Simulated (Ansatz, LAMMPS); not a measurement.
# Amorphous 58HfO2-42Al2O3 (mol %) (92 atoms): geometry optimisation, part 4 of 4

How does amorphous 58HfO2-42Al2O3 (mol %) (92 atoms) relax, and what do bonds, charges and levels look like afterwards?

Ansatz 0.2.0; Kohn-Sham DFT, PBE, PAW (set soft_2), plane waves.

The cell: 14 Hf, 20 Al and 58 O. The quench rate of 50 K/ps is many orders above laboratory rates. The starting topology of bonds comes from the classical model. Only the Γ point is sampled in the main run, in a cell whose shortest periodic width is 10 Å. No spin–orbit coupling is included.

So far. Step 4 (Cell and atoms relaxed): The relaxation changed the energy by -35.0 meV/atom, and atoms moved by 0.18 Å r.m.s., 0.64 Å at most. Step 7 (K-mesh 2×2×2): Forces differ from those of the single point at the relaxed geometry by 7.4 meV/Å r.m.s.; the energy by -1.4 meV/atom, the pressure by +0.023 GPa and the gap by -0.0077 eV. It took 3.4 min and 10 cycles; the reference's time can't be set against it, since the two runs asked for unlike analyses.

### 8. Functional HSE06

HSE06 mixes in a quarter of exact exchange at short range, which counters self-interaction, at a higher cost.

This step: Kohn-Sham DFT, HSE06, PAW (set soft_2), plane waves (Ansatz 0.2.0).

File input.yaml:

```yaml
crystal:
  lattice:
    - [10.15375, 0.14794, -0.1799]
    - [0.14794, 10.40767, -0.10844]
    - [-0.1799, -0.10844, 10.4058]
  atoms:
    [... the 92 atom lines of step 6 ...]
kpoints:
  mp_grid: { grid: [1, 1, 1] }
hamiltonian:
  xc: hse06
scf:
  occupations: { method: fermi_dirac, width: 0.025 }
output:
  forces: true
  stress: true
  populations: true
  dos:
    method: { smearing: { sigma: 0.08 } }
    de: 0.05
    projected: { site_lists: { Al: [Al], Hf: [Hf], O: [O] } }
  eigenvalues: true
```

Command:

```console
$ ansatz run input.yaml --threads 4 --pin off --max-ram 8192MiB --backend cpu --events-out ev --progress --plain --runs-dir out
```

Numbers of over 12 decimals in the logs are rounded to 6 here.

Log:

```text
Warning: output.stress: scf.convergence.dr2_threshold = 1e-7 eV (the SCF's general default) is looser than the 1.6e-9 eV advised for a printed stress (1e-10 eV for each atom of the cell: 92, of which 16 are counted). What an SCF threshold leaves in a stress goes as its square root, and in the free energy as the threshold itself, and one threshold admits the most on a small cell: [...]
Warning: output.stress: scf.exx.energy_threshold = 1e-6 eV is looser than the 1.6e-7 eV advised for a stress under a hybrid functional (1e-8 eV for each atom of the cell: 92, of which 16 are counted). Every SCF of the exchange loop can meet its threshold on dr2 while the loop round them stops early: [...]
exact exchange: scf.exx.singularity resolves to wigner_seitz, which cuts the screened interaction at the faces of the exchange supercell's Wigner-Seitz cell, so that each pair interacts once, at the shortest of its separations (the periodic images that this leaves out come, [...]
[...]
Crystal: 92 atoms, lattice volume = 1098.974 Å³
Basis set: ecut = 420 eV, 21499 PW (Γ), exchange–correlation on 144×144×144 points (8 copies of the dense FFT grid, shifted against one another)
Bands: 478, of which v1, the nominal top of the filled ones, is band 386 counted from 1 (385 counted from 0)
Symmetry: 1 space group operations
[...]
k-points: 1
[...]
SCF iter   1: F=—  HF=-263898.541524 eV  |F-HF|=—  |Δ(HF+E_count)|=         —  Δρ=3.23e-3  dr2=1.53e-1  ethr=1.77e-3  ⟨swp⟩=7.0  Hψ=2107  notcnv=0
[...]
SCF iter   4: F=—  HF=-263898.538858 eV  |F-HF|=—  |Δ(HF+E_count)|=   3.68e-3  Δρ=4.92e-4  dr2=1.89e-3  ethr=7.48e-7  ⟨swp⟩=6.0  Hψ=1112  notcnv=0  defer=5
SCF iter   5: F=-263898.539280 eV  HF=-263898.539199 eV  |F-HF|=8.10e-5  |Δ(HF+E_count)|=   3.41e-4  Δρ=1.35e-4  dr2=9.82e-5  ethr=2.45e-7  ⟨swp⟩=4.0  Hψ=1044  notcnv=0  defer=5
SCF 1 stopped early in 5 iterations: F = -263898.539280 eV  dr2 = 9.82e-5
[...]
Exchange kernel: α = 0.2500, screened, ω = 0.2079 Å⁻¹, Wigner–Seitz truncation, v(0) = 920.7301 eV·Å³, q-mesh 1×1×1, nearest image of the exchange supercell L = 10.16 Å, pair-density grid 48×54×54, without the augmentation charges, whose exchange is taken in its separable form (sized by the pseudopotential files, [...]
Frozen-core exchange: fock
SCF iter   1: F=—  HF=-263905.943808 eV  |F-HF|=—  |Δ(HF+E_count)|=         —  Δρ=9.05e-3  dr2=1.07e0  ethr=1.27e-7  ⟨swp⟩=19.0  Hψ=2902  notcnv=0
[...]
SCF iter   7: F=—  HF=-263905.329358 eV  |F-HF|=—  |Δ(HF+E_count)|=   3.01e-3  Δρ=1.63e-4  dr2=2.28e-4  ethr=1.73e-8  ⟨swp⟩=7.0  Hψ=1684  notcnv=0
SCF iter   8: F=-263905.329286 eV  HF=-263905.329296 eV  |F-HF|=1.04e-5  |Δ(HF+E_count)|=   6.13e-5  Δρ=3.67e-5  dr2=1.82e-5  ethr=1.73e-8  ⟨swp⟩=4.0  Hψ=1141  notcnv=0
SCF 2 stopped early in 8 iterations: F = -263905.329286 eV  dr2 = 1.82e-5
  Residual-converged pass: ⟨swp⟩=4.0  Hψ=1339  notcnv=0  max |occ|·‖R‖ = 6.2e-6 eV (tolerance 6.7e-6 eV)  dr2=1.83e-5  dr2_onsite=1.29e-6  max |Δocc| = 0.0e0
[...]
hybrid outer 1: dexx = +3.486e-1 eV, tail = 7.26e-3 eV
[...]
Frozen-core exchange: fock
SCF iter   1: F=—  HF=-263905.314629 eV  |F-HF|=—  |Δ(HF+E_count)|=         —  Δρ=8.58e-5  dr2=5.54e-5  ethr=4.70e-6  ⟨swp⟩=11.0  Hψ=1016  notcnv=0
[...]
SCF iter   5: F=—  HF=-263905.314681 eV  |F-HF|=—  |Δ(HF+E_count)|=   1.37e-7  Δρ=2.96e-6  dr2=7.43e-8  ethr=5.69e-11  ⟨swp⟩=5.0  Hψ=1186  notcnv=0  defer=2
SCF iter   6: F=-263905.314681 eV  HF=-263905.314681 eV  |F-HF|=5.82e-11  |Δ(HF+E_count)|=   1.12e-8  Δρ=1.28e-6  dr2=9.13e-9  ethr=8.70e-12  ⟨swp⟩=4.0  Hψ=1029  notcnv=0  defer=2
SCF 3 converged in 6 iterations: F = -263905.314681 eV  dr2 = 9.13e-9
[...]
hybrid outer 2: dexx = +3.006e-5 eV, tail = 8.32e-7 eV, Δε = 8.57e-3 eV (about 2.33e-4 eV left of the loop's levels), ΔF = 9.84e-3 eV/Å (tail 1.72e-3)
[...]
Frozen-core exchange: fock
SCF iter   1: F=—  HF=-263905.314677 eV  |F-HF|=—  |Δ(HF+E_count)|=         —  Δρ=2.80e-6  dr2=4.26e-8  ethr=5.39e-10  ⟨swp⟩=20.0  Hψ=1427  notcnv=5
[...]
SCF iter   2: F=-263905.314677 eV  HF=-263905.314677 eV  |F-HF|=1.51e-9  |Δ(HF+E_count)|=   8.50e-9  Δρ=7.91e-7  dr2=3.35e-9  ethr=6.03e-12 (applied; sched 5.15e-12)  ⟨swp⟩=5.0  Hψ=1167  notcnv=0
SCF 4 converged in 2 iterations: F = -263905.314677 eV  dr2 = 3.35e-9
[...]
hybrid SCF converged: 3 outer / 16 inner (+5 warm-up), last move |dexx| = 1.12e-8 eV, tail = 9.01e-9 eV
Stability not checked: this state was not tested for a lower state beside it, because the functional holds exact exchange (a hybrid, or Hartree-Fock), whose exchange loop this test does not read (fock_operator; see scf.lower_state_search)
Free energy (F): -263905.314677 eV
Frozen-core exchange: fock
[...]
Internal energy: -263905.314677 eV  (E = F + TS)
E sigma→0 (E₀):  -263905.314677 eV
Fermi energy:    10.080642 eV
[...]
Σ components = -263905.314677   (vs F -263905.314677, Δ=0.00e0)
--- Forces (eV/Å), atoms counted from 1 ---
  atom   1  Hf    -0.07963443     0.01850870    -0.19258074
  atom   2  Hf    -0.03624158    -0.14742120    -0.06419112
  atom   3  Hf     0.00040664     0.02427602    -0.08336782
  atom   4  Hf    -0.01484361    -0.01010273     0.06711803
[...]
atom  92  O     -0.06907955    -0.25537497    -0.00229286
  max |Σ_I F_I| component: 1.18e-4 eV/Å
--- Stress (GPa, compression-positive) ---
       -5.522228      -0.163322       0.046990
       -0.163326      -5.080477       0.149618
        0.046991       0.149619      -5.224055
  P = ⅓ Tr σ = -5.2756 GPa (-52.756 kbar)
--- Band table (eV) ---
[...]
--- Löwdin populations: 92 sites ---
  site symbol       q [e]
     0     Hf     24.3514
     1     Hf     24.3417
     2     Hf     24.2437
[...]
91      O      6.8325
  spilling = 0.004794 (of n_electrons = 772.000000)
```

The job ended after 6.3 min (4 threads of Arm Neoverse V2, shared host; peak memory 4.2 GiB).

The program notes that the exchange threshold is loose for the stress and the SCF threshold is loose for the stress.

Geometry and reference: those of the single point at the relaxed geometry.

Forces differ from those of the single point at the relaxed geometry by 97 meV/Å r.m.s.; the pressure by -5.3 GPa and the gap by +1.7 eV. It took 6.3 min and 21 cycles; the reference's time can't be set against it, since the two runs asked for unlike analyses.

Read from the output:

| Property | Result |
| --- | --- |
| free energy | -263905.3147 eV |
| free energy per atom | -2868.5360 eV/atom |
| SCF cycles | 21 |
| pressure | -5.276 GPa |
| r.m.s. force component | 0.09816 eV/Å |
| longest force | 0.3755 eV/Å |
| Fermi energy | 10.08 eV |
| gap (highest filled to lowest empty level) | 5.579 eV |
| spilling of the projection | 0.004794 |

Length of the force by element and coordination:

| element | coordination | atoms | mean length of the force (eV/Å) | spread | least | most |
| --- | --- | --- | --- | --- | --- | --- |
| Al | all | 20 | 0.111 | 0.0567 | 0.0238 | 0.230 |
| Al | 4 | 10 | 0.0932 | 0.0512 | 0.0355 | 0.183 |
| Al | 5 | 10 | 0.130 | 0.0561 | 0.0238 | 0.230 |
| Hf | all | 14 | 0.136 | 0.0757 | 0.0367 | 0.288 |
| Hf | 6 | 11 | 0.154 | 0.0754 | 0.0367 | 0.288 |
| Hf | 7 | 3 | 0.0689 | 0.0131 | 0.0561 | 0.0868 |
| O | all | 58 | 0.171 | 0.0738 | 0.006 | 0.376 |
| O | 2 | 2 | 0.309 | 0.0667 | 0.242 | 0.376 |
| O | 3 | 51 | 0.168 | 0.0706 | 0.006 | 0.29 |
| O | 4 | 5 | 0.146 | 0.0476 | 0.0879 | 0.220 |

Löwdin charges by element and coordination (they lack the spilled electrons, 0.040 e an atom on average):

| element | coordination | atoms | mean charge (e) | spread | least | most |
| --- | --- | --- | --- | --- | --- | --- |
| Al | all | 20 | 1.34 | 0.0357 | 1.27 | 1.42 |
| Al | 4 | 10 | 1.36 | 0.0274 | 1.33 | 1.42 |
| Al | 5 | 10 | 1.31 | 0.0302 | 1.27 | 1.37 |
| Hf | all | 14 | 1.67 | 0.039 | 1.62 | 1.76 |
| Hf | 6 | 11 | 1.66 | 0.0344 | 1.62 | 1.73 |
| Hf | 7 | 3 | 1.69 | 0.0473 | 1.65 | 1.76 |
| O | all | 58 | -0.800 | 0.0499 | -0.897 | -0.681 |
| O | 2 | 2 | -0.789 | 0.108 | -0.897 | -0.681 |
| O | 3 | 51 | -0.800 | 0.0473 | -0.875 | -0.689 |
| O | 4 | 5 | -0.805 | 0.036 | -0.853 | -0.750 |

Density of states as counts of states in windows of 1 eV (from the Fermi level), total and the larger projections:

| from (eV) | to (eV) | total | O p | Hf d |
| --- | --- | --- | --- | --- |
| -14 | -10 | 0.0 | 0.0 | 0.0 |
| -10 | -9 | 8.4 | 6.2 | 0.5 |
| -9 | -8 | 28.1 | 20.7 | 2.1 |
| -8 | -7 | 48.3 | 36.5 | 4.7 |
| -7 | -6 | 65.6 | 52.5 | 6.5 |
| -6 | -5 | 62.2 | 53.6 | 4.1 |
| -5 | -4 | 72.1 | 66.0 | 2.8 |
| -4 | -3 | 59.9 | 56.6 | 1.4 |
| -3 | -2 | 3.4 | 3.2 | 0.1 |
| -2 | 2 | 0.0 | 0.0 | 0.0 |
| 2 | 3 | 2.0 | 0.1 | 0.6 |
| 3 | 4 | 22.9 | 2.2 | 17.8 |
| 4 | 5 | 41.4 | 4.7 | 30.3 |

Between -26 and -14 eV lie 312 more states.

The stored curve holds about 660 of the 772 electrons; the rest, give or take the few that broadening carries across the Fermi level, lie in deeper levels below its range.

The levels nearest the highest filled one (over half full), pooled over k-points and spins:

| level less the highest filled one (eV) | occupation |
| --- | --- |
| -0.427 | 2 |
| -0.370 | 2 |
| -0.337 | 2 |
| -0.235 | 2 |
| -0.195 | 2 |
| 0 | 2 |
| 5.58 | 0 |
| 5.97 | 0 |
| 6.15 | 0 |
| 6.19 | 0 |
| 6.22 | 0 |
| 6.36 | 0 |

### 9. Functional r2SCAN (500 eV)

The meta-GGA r2SCAN uses the kinetic energy density as well as the density and its gradient. Besides, the cutoff goes from 420 to 500 eV.

This step: Kohn-Sham DFT, r2SCAN, PAW (set soft_2), plane waves (Ansatz 0.2.0).

input.yaml: that of step 8 with these lines changed.

```diff
@@ -10,3 +10,3 @@
 hamiltonian:
-  xc: hse06
+  xc: r2scan
 scf:
```

Log:

```text
[...]
Crystal: 92 atoms, lattice volume = 1098.974 Å³
Basis set: ecut = 500 eV, 27859 PW (Γ), exchange–correlation on 300×320×320 points (64 copies of the dense FFT grid, shifted against one another)
Bands: 478, of which v1, the nominal top of the filled ones, is band 386 counted from 1 (385 counted from 0)
Symmetry: 1 space group operations
[...]
k-points: 1
[...]
SCF iter   1: F=—  HF=-264204.321980 eV  |F-HF|=—  |Δ(HF+E_count)|=         —  Δρ=9.67e-3  dr2=1.01e0  dr2_τ=5.68e0  ethr=1.77e-3  ⟨swp⟩=6.0  Hψ=1755  notcnv=0  defer=68
[...]
SCF iter   9: F=—  HF=-264206.596558 eV  |F-HF|=—  |Δ(HF+E_count)|=   2.43e-7  Δρ=4.80e-6  dr2=2.62e-7  dr2_τ=2.52e-8  ethr=3.23e-10  ⟨swp⟩=2.0  Hψ=778  notcnv=0  defer=84
SCF iter  10: F=-264206.596558 eV  HF=-264206.596558 eV  |F-HF|=3.96e-9  |Δ(HF+E_count)|=   5.06e-9  Δρ=1.87e-6  dr2=4.12e-8  dr2_τ=4.44e-9  ethr=1.30e-11  ⟨swp⟩=11.0  Hψ=2503  notcnv=0
SCF 1 converged in 10 iterations: F = -264206.596558 eV  dr2 = 4.12e-8
[...]
SCF converged after 10 iterations
Free energy (F): -264206.596558 eV
[...]
Internal energy: -264206.596558 eV  (E = F + TS)
E sigma→0 (E₀):  -264206.596558 eV
Fermi energy:    10.334045 eV
[...]
Σ components = -264206.596558   (vs F -264206.596558, Δ=0.00e0)
--- Forces (eV/Å), atoms counted from 1 ---
  atom   1  Hf    -0.08936182     0.03666161    -0.09986148
  atom   2  Hf     0.00755874    -0.08982064    -0.05622521
  atom   3  Hf     0.04887855     0.02072253    -0.02428395
  atom   4  Hf    -0.02486464    -0.01528160     0.04534804
[...]
atom  92  O     -0.06044257    -0.18326602    -0.00005908
  max |Σ_I F_I| component: 5.34e-4 eV/Å
--- Stress (GPa, compression-positive) ---
       -5.350310      -0.102568       0.038702
       -0.102594      -5.084070       0.111310
        0.038705       0.111300      -5.118177
  P = ⅓ Tr σ = -5.1842 GPa (-51.842 kbar)
--- Band table (eV) ---
[...]
--- Löwdin populations: 92 sites ---
  site symbol       q [e]
     0     Hf     24.4086
     1     Hf     24.4005
     2     Hf     24.3040
[...]
91      O      6.8183
  spilling = 0.004624 (of n_electrons = 772.000000)
```

Run time: 45 s. Hardware: 4 threads; peak memory 3.3 GiB; 2.9 min of CPU time.

Geometry and reference: those of the single point at the relaxed geometry.

Forces differ from those of the single point at the relaxed geometry by 72 meV/Å r.m.s.; the pressure by -5.2 GPa and the gap by +0.57 eV. It took 45 s and 10 cycles; the reference's time can't be set against it, since the two runs asked for unlike analyses.

### 10. Functional PBEsol

PBEsol restores the gradient expansion of exchange for slowly varying densities and usually gives shorter bonds in solids than PBE.

This step: Kohn-Sham DFT, PBEsol, PAW (set soft_2), plane waves (Ansatz 0.2.0).

input.yaml: that of step 9 with these lines changed.

```diff
@@ -10,3 +10,3 @@
 hamiltonian:
-  xc: r2scan
+  xc: pbesol
 scf:
```

Log:

```text
[...]
Crystal: 92 atoms, lattice volume = 1098.974 Å³
Basis set: ecut = 420 eV, 21499 PW (Γ), exchange–correlation on 144×144×144 points (8 copies of the dense FFT grid, shifted against one another)
Bands: 478, of which v1, the nominal top of the filled ones, is band 386 counted from 1 (385 counted from 0)
Symmetry: 1 space group operations
[...]
k-points: 1
[...]
SCF iter   1: F=—  HF=-261531.521239 eV  |F-HF|=—  |Δ(HF+E_count)|=         —  Δρ=1.50e-2  dr2=2.18e0  ethr=1.77e-3  ⟨swp⟩=6.0  Hψ=1798  notcnv=0  defer=68
[...]
SCF iter   9: F=—  HF=-261530.968012 eV  |F-HF|=—  |Δ(HF+E_count)|=   5.44e-8  Δρ=6.20e-6  dr2=4.82e-7  ethr=3.28e-10  ⟨swp⟩=2.0  Hψ=780  notcnv=0  defer=84
SCF iter  10: F=-261530.968012 eV  HF=-261530.968012 eV  |F-HF|=7.92e-8  |Δ(HF+E_count)|=   2.48e-7  Δρ=2.18e-6  dr2=8.78e-8  ethr=1.30e-11  ⟨swp⟩=11.0  Hψ=2409  notcnv=0
SCF 1 converged in 10 iterations: F = -261530.968012 eV  dr2 = 8.78e-8
[...]
SCF converged after 10 iterations
Free energy (F): -261530.968012 eV
[...]
Internal energy: -261530.968012 eV  (E = F + TS)
E sigma→0 (E₀):  -261530.968012 eV
Fermi energy:    10.248373 eV
[...]
Σ components = -261530.968012   (vs F -261530.968012, Δ=0.00e0)
--- Forces (eV/Å), atoms counted from 1 ---
  atom   1  Hf    -0.07780345    -0.00926946    -0.06933478
  atom   2  Hf    -0.00480092    -0.06888774    -0.06177050
  atom   3  Hf     0.05527155    -0.00320227     0.02674922
  atom   4  Hf    -0.02874750     0.01554049     0.04693886
[...]
atom  92  O      0.08970544    -0.12403583     0.05881413
  max |Σ_I F_I| component: 1.04e-4 eV/Å
--- Stress (GPa, compression-positive) ---
       -5.046191      -0.032809      -0.035021
       -0.032812      -4.881372      -0.005416
       -0.035020      -0.005415      -4.845919
  P = ⅓ Tr σ = -4.9245 GPa (-49.245 kbar)
--- Band table (eV) ---
[...]
--- Löwdin populations: 92 sites ---
  site symbol       q [e]
     0     Hf     24.5339
     1     Hf     24.5269
     2     Hf     24.4323
[...]
91      O      6.7580
  spilling = 0.004570 (of n_electrons = 772.000000)
```

Wall time 21 s (4 threads); peak memory 1.7 GiB; 81 s of CPU time.

Geometry and reference: those of the single point at the relaxed geometry.

Forces differ from those of the single point at the relaxed geometry by 68 meV/Å r.m.s.; the pressure by -4.9 GPa and the gap by -0.11 eV.

### 11. The ladder side by side

Each row is set against the single point at the relaxed geometry (Kohn-Sham DFT, PBE, PAW (set soft_2), plane waves; r.m.s. force component 0.00562 eV/Å). Energies are set beside the reference only for runs with its functional, potentials and electron count. Times are for 4 threads of Arm Neoverse V2, shared host. The reference's time includes grids, which some other runs skip.

| run | Δ force, r.m.s. (meV/Å) | Δ energy (meV/atom) | Δ pressure (GPa) | Δ gap (eV) | cycles | time | host memory (GiB) |
| --- | --- | --- | --- | --- | --- | --- | --- |
| reference | - | - | - | - | 10 | 23 s | 1.7 |
| k-mesh 2×2×2 | 7.42 | -1.45 | 0.0231 | -0.0077 | 10 | 3.4 min | 5.8 |
| functional HSE06 | 97.5 | - | -5.27 | 1.66 | 21 | 6.3 min | 4.2 |
| functional r2SCAN (500 eV) | 71.6 | - | -5.18 | 0.567 | 10 | 45 s | 3.3 |
| functional PBEsol | 67.7 | - | -4.92 | -0.111 | 10 | 21 s | 1.7 |

### 12. Outcome

```
energy change in the relaxation                  : -34.99 meV/atom
r.m.s. displacement                              : 0.177 Å
largest displacement                             : 0.644 Å
free energy per atom                             : -2868.4617 eV/atom
pressure                                         : -0.008891 GPa
r.m.s. force component                           : 0.00562 eV/Å
gap (highest filled to lowest empty level) : 3.921 eV
wall time of the 7 DFT runs                      : 14 min
```

In words: Relaxation lowers the energy by 35.0 meV/atom and moves atoms by 0.18 Å r.m.s.; the r.m.s. force component goes from 0.52 to 0.0056 eV/Å. Displacements are taken in the final cell, so they leave out its strain. By the final cutoffs 0 of 174 bonded pairs parted and 3 joined. The cell shrank by 2.8 % in volume. From the first step to the last the energy fell by 3.219 eV, across changes of basis, and the largest move was 0.64 Å (O67). The O-Hf bonds change most in mean length: from 2.149 Å (spread 0.111) to 2.133 Å (spread 0.116), and their number from 86 to 87. Counting bonds as in the table, 50 % of Al atoms have 4 and as many 5, 79 % of Hf atoms have 6 and 88 % of O atoms have 3 bonded neighbours. Counting bonds to Al alone, not to Hf, 34 % of the oxygens join two of these atoms and 43 % one; 12 % join three; 2 % join four; 9 % join none. Between filled and empty levels lie 3.92 eV (at Γ alone); a semilocal functional tends to put such gaps too low. In a disordered cell it changes from sample to sample, and tail or defect levels can set it.

Among the changes of functional, dispersion, potentials or spin set against this reference, functional HSE06 moves the forces most, by 97 meV/Å r.m.s. The gap changes by +1.66 eV with HSE06.

What to keep in mind: The starting topology of bonds comes from the classical model; in DFT 0 of its 174 bonded pairs passed out of the cutoffs and 3 came within them.

[Logs are printed without paths, hosts, clocks, repeated set-up lines and the standing remarks that a program may print on its own settings, such as how far it seeks lower states.]

[Hosts, paths, dates, database ids (printed as entryN), source tags and the programs' standing remarks are cut or masked in the printed files.]
